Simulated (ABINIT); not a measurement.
# BaTiO3 (P4mm): G0W0 with ABINIT, start to end, part 3 of 3

Wanted: ground state, empty states, screening and self-energy for BaTiO3 (P4mm).

ABINIT 10.8.3; PBE and many-body steps on it, plane waves. Known limits of the many-body steps: not at the basis limit; no spin-orbit coupling; coarse k mesh.

So far. Step 3 (Bands along the symmetry lines): The gap is 1.851 eV, as in the run before at this level. Step 4 (Empty states on the mesh, 4×4×4 mesh, 83 bands): On this mesh the gap is 1.851 eV.

## 5. Screening, 4×4×4 mesh, 77 bands, screening to 119.7 eV

The RPA dielectric matrix is built and inverted for each q.

This step: RPA screening on PBE, plane waves, norm-conserving pseudopotentials.

run.abi

```
acell 3*1.0 Angstrom
rprim 
  3.990480000000 0.000000000000 0.000000000000
  0.000000000000 3.990480000000 0.000000000000
  0.000000000000 0.000000000000 4.023030000000
ntypat 3
znucl 56 22 8
natom 5
typat 1 2 3 3 3
xred 
  0.000000000000 0.000000000000 0.000000000000
  0.500000000000 0.500000000000 0.522000000000
  0.500000000000 0.500000000000 0.979000000000
  0.500000000000 0.000000000000 0.488000000000
  0.000000000000 0.500000000000 0.488000000000
pp_dirpath "pseudos"
pseudos "Ba.upf, Ti.upf, O.upf"
ecut 38
ngkpt 4 4 4
nshiftk 1
shiftk 0 0 0
kptopt 1
chksymbreak 0
istwfk *1
occopt 1
irdwfk 1
optdriver 3
nband 77
ecuteps 4.4
inclvkb 2
awtr 1
symchi 1
indata_prefix "in"
outdata_prefix "out"
tmpdata_prefix "tmp"
```

The run is started by

```bash
$ OMP_NUM_THREADS=1 mpirun -n 4 abinit run.abi > log
```

Numbers of over 12 decimals in the logs are rounded to 6 here.

The program printed:

```text
.Version 10.8.3 of ABINIT. v10.8.2 released Aug 2026.

 Symmetries : space group P4 m m (# 99); Bravais tP (primitive tetrag.)
[... echo of the input left out ...]
== DATASET  1 ==================================================================
-   mpi_nproc: 4, omp_nthreads: 1 (-1 if OMP is not activated)

--- !DatasetInfo
iteration_state: {dtset: 1, }
dimensions: {natom: 5, nkpt: 18, mband: 77, nsppol: 1, nspinor: 1, nspden: 1, mpw: 4868, }
cutoff_energies: {ecut:  38.0, pawecutdg:  -1.0, }
electrons: {nelect:   4.00000000E+01, charge:   0.00000000E+00, occopt:   1.00000000E+00, tsmear:   1.00000000E-02, }

 SCREENING: Calculation of the susceptibility and dielectric matrices

 Based on a program developped by R.W. Godby, V. Olevano, G. Onida, and L. Reining.
 Incorporated in ABINIT by V. Olevano, G.-M. Rignanese, and M. Torrent.
.Using double precision arithmetic ; gwpc =  8

[... cell and pseudopotentials left out ...]
--------------------------------------------------------------------------------

 ==== K-mesh for the wavefunctions ====
 Number of points in the irreducible wedge :    18
[... list of points left out ...]
 Together with  8 symmetry operations and time-reversal symmetry
 yields    64 points in the full Brillouin Zone.

 ==== Q-mesh for the screening function ====
 Number of points in the irreducible wedge :    18
[... list of points left out ...]
 Together with  8 symmetry operations and time-reversal symmetry
 yields    64 points in the full Brillouin Zone.

 setmesh: FFT mesh size selected  =    27x   27x   30
          total number of points  =        21870

 vcoul_init : cutoff-mode = AUXILIARY_FUNCTION
 q-points for optical limit:   1
     1)      0.000010    0.000020    0.000030

- screening: taking advantage of time-reversal symmetry
- Maximum band index for partially occupied states nbvw = 20
- Remaining bands to be divided among processors   nbcw = 57
- Number of bands treated by each node ~14

 Number of electrons calculated from density =   40.0000; Expected =   40.0000
 average of density, n =  0.092525
 r_s =    1.3716
 omega_plasma =   29.3417 [eV]

 calculating chi0 at frequencies [eV] :
  1    0.000000E+00    0.000000E+00
  2    0.000000E+00    2.934172E+01

--------------------------------------------------------------------------------
  q-point number  1        q = ( 0.000000, 0.000000, 0.000000) [r.l.u.]
--------------------------------------------------------------------------------
[... chi0 elements left out ...]
 For q-point:  0.000010 0.000020 0.000030
  dielectric constant =   5.7978
  dielectric constant without local fields =   6.4121

  Average fulfillment of the sum rule on Im[epsilon] for q-point    1 :     50.63  [%]
[... wings left out ...]
  q-point number  2        q = ( 0.250000, 0.000000, 0.000000) [r.l.u.]
--------------------------------------------------------------------------------
[... chi0 elements left out ...]
  Average fulfillment of the sum rule on Im[epsilon] for q-point    2 :     67.10  [%]

 [... 16 further q-points ...]
```

Wall time 97 s (4 MPI ranks of Arm Neoverse V1, shared host); peak memory 1.4 GiB; 6.4 min of CPU time.

Numbers from this step:

```
ε∞ with local fields, on this mesh, along the program's q direction : 5.798
the same without local fields                                       : 6.412
plasma frequency                                                    : 29.34 eV
plane waves in the screening matrix                                 : 179
```

Local fields lower ε∞ by 10 %. On a Γ-centred mesh this coarse the value itself is usually too large, while a short band sum pulls it down.

## 6. Self-energy, 4×4×4 mesh, 77 bands, screening to 119.7 eV

The self-energy is evaluated for the states that the input lists, and the levels follow from it, in one-shot runs by the linearised quasiparticle equation.

This step: G0W0 on PBE, plane waves, norm-conserving pseudopotentials.

run.abi, as its differences from that of step 5:

```diff
@@ -26,8 +26,17 @@
 irdwfk 1
-optdriver 3
+optdriver 4
 nband 77
+gwcalctyp 0
+ecutsigx 38
+symsigma 1
+nkptgw 2
+kptgw 
+  0.5000000000 0.5000000000 0.5000000000
+  0.0000000000 0.0000000000 0.0000000000
+bdgw 
+  18 23
+  19 23
 ecuteps 4.4
-inclvkb 2
-awtr 1
-symchi 1
+irdscr 1
+ppmodel 1
 indata_prefix "in"
```

The program printed:

```text
.Version 10.8.3 of ABINIT. v10.8.2 released Aug 2026.

 Symmetries : space group P4 m m (# 99); Bravais tP (primitive tetrag.)
[... echo of the input left out ...]
== DATASET  1 ==================================================================
-   mpi_nproc: 4, omp_nthreads: 1 (-1 if OMP is not activated)

--- !DatasetInfo
iteration_state: {dtset: 1, }
dimensions: {natom: 5, nkpt: 18, mband: 77, nsppol: 1, nspinor: 1, nspden: 1, mpw: 4868, }
cutoff_energies: {ecut:  38.0, pawecutdg:  -1.0, }
electrons: {nelect:   4.00000000E+01, charge:   0.00000000E+00, occopt:   1.00000000E+00, tsmear:   1.00000000E-02, }

 SIGMA: Calculation of the GW corrections

 Based on a program developped by R.W. Godby, V. Olevano, G. Onida, and L. Reining.
 Incorporated in ABINIT by V. Olevano, G.-M. Rignanese, and M. Torrent.
.Using double precision arithmetic ; gwpc =  8

[... cell and pseudopotentials left out ...]
--------------------------------------------------------------------------------

 ==== K-mesh for the wavefunctions ====
 Number of points in the irreducible wedge :    18
[... list of points left out ...]
 Together with  8 symmetry operations and time-reversal symmetry
 yields    64 points in the full Brillouin Zone.

 ==== Q-mesh for screening function ====
 Number of points in the irreducible wedge :    18
[... list of points left out ...]
 Together with  8 symmetry operations and time-reversal symmetry
 yields    64 points in the full Brillouin Zone.

 vcoul_init : cutoff-mode = AUXILIARY_FUNCTION
 q-points for optical limit:   1
     1)      0.000010    0.000020    0.000030
 setmesh: FFT mesh size selected  =    45x   45x   45
          total number of points  =        91125

 Number of electrons calculated from density =   40.0000; Expected =   40.0000
 average of density, n =  0.092525
 r_s =    1.3716
 omega_plasma =   29.3417 [eV]

 === KS Band Gaps ===
  >>>> For spin  1
   Minimum direct gap =   2.2217 [eV], located at k-point      :   0.0000  0.0000  0.0000
   Fundamental gap    =   1.8512 [eV], Top of valence bands at :   0.5000  0.5000  0.5000
                                       Bottom of conduction at :   0.0000  0.0000  0.0000
 SIGMA fundamental parameters:
 PLASMON POLE MODEL  1
 number of plane-waves for SigmaX                 4865
 number of plane-waves for SigmaC and W            179
 number of plane-waves for wavefunctions          4865
 number of bands                                    77
 number of independent spin polarizations            1
 number of spinorial components                      1
 number of k-points in IBZ                          18
 number of q-points in IBZ                          18
 number of symmetry operations                       8
 number of k-points in BZ                           64
 number of q-points in BZ                           64
 number of frequencies for dSigma/dE                 9
 frequency step for dSigma/dE [eV]                0.25
 number of omega for Sigma on real axis              0
 max omega for Sigma on real axis  [eV]           0.00
 zcut for avoiding poles [eV]                     0.10

 EPSILON^-1 parameters (SCR file):
 dimension of the eps^-1 matrix on file            179
 dimension of the eps^-1 matrix used               179
 number of plane-waves for wavefunctions          4865
 number of bands                                    77
 number of q-points in IBZ                          18
 number of frequencies                               2
 number of real frequencies                          1
 number of imag frequencies                          1

 matrix elements of self-energy operator (all in [eV])

 Perturbative Calculation

--- !SelfEnergy_ee
iteration_state: {dtset: 1, }
kpoint     : [   0.500,    0.500,    0.500, ]
spin       : 1
KS_gap     :    4.248
QP_gap     :    6.181
Delta_QP_KS:    1.933
data: !SigmaeeData |
     Band     E0 <VxcDFT>   SigX SigC(E0)      Z dSigC/dE  Sig(E)    E-E0       E
       18   6.542 -19.963 -24.993   5.237   0.766  -0.306 -19.805   0.158   6.700
       19   6.542 -19.963 -24.993   5.237   0.766  -0.306 -19.805   0.158   6.700
       20   6.718 -20.008 -25.051   5.290   0.765  -0.307 -19.819   0.188   6.906
       21  10.965 -21.853 -13.090  -5.931   0.749  -0.335 -19.732   2.121  13.087
       22  10.977 -21.854 -13.211  -5.769   0.752  -0.329 -19.692   2.162  13.139
       23  10.977 -21.854 -13.211  -5.769   0.752  -0.329 -19.692   2.162  13.139

--- !SelfEnergy_ee
iteration_state: {dtset: 1, }
kpoint     : [   0.000,    0.000,    0.000, ]
spin       : 1
KS_gap     :    2.222
QP_gap     :    3.811
Delta_QP_KS:    1.590
data: !SigmaeeData |
     Band     E0 <VxcDFT>   SigX SigC(E0)      Z dSigC/dE  Sig(E)    E-E0       E
       19   6.347 -20.006 -24.534   4.766   0.771  -0.297 -19.823   0.183   6.530
       20   6.347 -20.006 -24.534   4.766   0.771  -0.297 -19.823   0.183   6.530
       21   8.569 -18.775 -11.365  -5.144   0.782  -0.278 -17.003   1.772  10.341
       22   8.936 -19.060 -12.059  -4.707   0.780  -0.281 -17.269   1.791  10.727
       23   8.936 -19.060 -12.059  -4.707   0.780  -0.281 -17.269   1.791  10.727

== END DATASET(S) ==============================================================
================================================================================

 -outvars: echo values of variables after computation  --------
           etotal      0.0000000000E+00
            nband          77
             nkpt          18
          spgroup          99
 [... the other variables as echoed above ...]

 Calculation completed.
```

Wall time 12 s (4 MPI ranks); peak memory 1 GiB; 47 s of CPU time.

Numbers from this step:

```yaml
g0w0_gap_on_the_points_computed: 3.435 eV
starting_gap_on_the_mesh: 1.851 eV
k_of_the_valence_top: 0.5, 0.5, 0.5
k_of_the_conduction_bottom: 0, 0, 0
z_at_the_valence_top: 0.765
z_at_the_conduction_bottom: 0.782
least_direct_g0w0_gap_on_the_computed_points: 3.811 eV
```

The gap on the mesh goes from 1.85 eV to 3.43 eV, a correction of +1.58 eV.

Limits: finite bands, cutoff and mesh; no spin-orbit coupling; coarse k mesh. v1 is the top filled band, c1 the lowest empty one. Levels before and after the correction, in eV, zero at the valence-band top of each column:

|  | conduction bottom | valence top |
| --- | --- | --- |
| Kohn-Sham | 1.85 | 0.00 |
| G0W0 | 3.44 | 0.00 |

|  | level | energy (eV) |
| --- | --- | --- |
| Kohn-Sham | (0.5 0.5 0.5) v3-v2 | -0.176 |
| Kohn-Sham | (0.5 0.5 0.5) v1 | 0.000 |
| Kohn-Sham | (0.5 0.5 0.5) c1 | 4.247 |
| Kohn-Sham | (0.5 0.5 0.5) c2-c3 | 4.259 |
| Kohn-Sham | Γ v2-v1 | -0.371 |
| Kohn-Sham | Γ c1 | 1.851 |
| Kohn-Sham | Γ c2-c3 | 2.219 |
| G0W0 | (0.5 0.5 0.5) v3-v2 | -0.206 |
| G0W0 | (0.5 0.5 0.5) v1 | 0.000 |
| G0W0 | (0.5 0.5 0.5) c1 | 6.181 |
| G0W0 | (0.5 0.5 0.5) c2-c3 | 6.233 |
| G0W0 | Γ v2-v1 | -0.376 |
| G0W0 | Γ c1 | 3.435 |
| G0W0 | Γ c2-c3 | 3.821 |

## 7. Where the time went

Times are wall times on 4 MPI ranks of Arm Neoverse V1, shared host, good to a factor of about two.

| step | time | share | memory (GiB) |
| --- | --- | --- | --- |
| ground state | 84 s | 24 % | 0.38 |
| bands along the symmetry lines | 99 s | 28 % | 0.41 |
| empty states on the mesh | 62 s | 18 % | 0.39 |
| screening | 97 s | 27 % | 1.4 |
| self-energy | 12 s | 3 % | 1.0 |

## 8. What came out

```
PBE gap              : 1.85 eV, indirect
G0W0 gap on the mesh : 3.43 eV
GW settings          : 4×4×4 mesh, 77 bands, screening to 119.7 eV, Godby-Needs plasmon pole
known limits         : not at the basis limit; no spin-orbit coupling; coarse k mesh
```

What this shows: G0W0 moves the gap on the mesh from 1.85 eV to 3.43 eV (+1.58 eV), with Z of 0.77 and 0.78 at the edges. Local fields lower the RPA ε∞ on this mesh from 6.41 to 5.80; a Γ-centred mesh this coarse tends to raise both, most where the direct gap is narrow, while a short band sum lowers them. Only 2 of the mesh's irreducible points were corrected, so a valley elsewhere could overtake. Bands and cutoff are finite, so the gap is not at the basis limit. The miss can reach some tenths of an eV and take either sign; the mesh is an error of its own. In the G0W0 run levels were corrected at 2 k points alone, so a gap called «on the mesh» is the least over those, and an edge elsewhere would be missed. The 4×4×4 mesh is coarse for this cell, which bears on the long-range parts of exchange and screening. The many-body steps are scalar-relativistic: spin-orbit coupling is not in them.

[Paths, hosts, dates, memory and timing lines, banners, echoed tables and standing remarks are left out of the program output.]

[Logs are printed without paths, hosts, clocks, repeated set-up lines and the standing remarks that a program may print on its own settings, such as how far it seeks lower states.]

[Runs of the session that timed out or met a known fault of the program may be left out.]

[Hosts, paths, dates, database ids (printed as entryN), source tags and the programs' standing remarks are cut or masked in the printed files.]

[G0W0 gaps are taken among the corrected bands and points alone; a level outside them can change the order at an edge.]

[Where Ansatz stands beside ABINIT at settings called matched, ABINIT's density can come from a denser mesh and the files from another edition; pairs whose starting gaps differed by over 0.03 eV were left out, so agreement reads better than it is.]
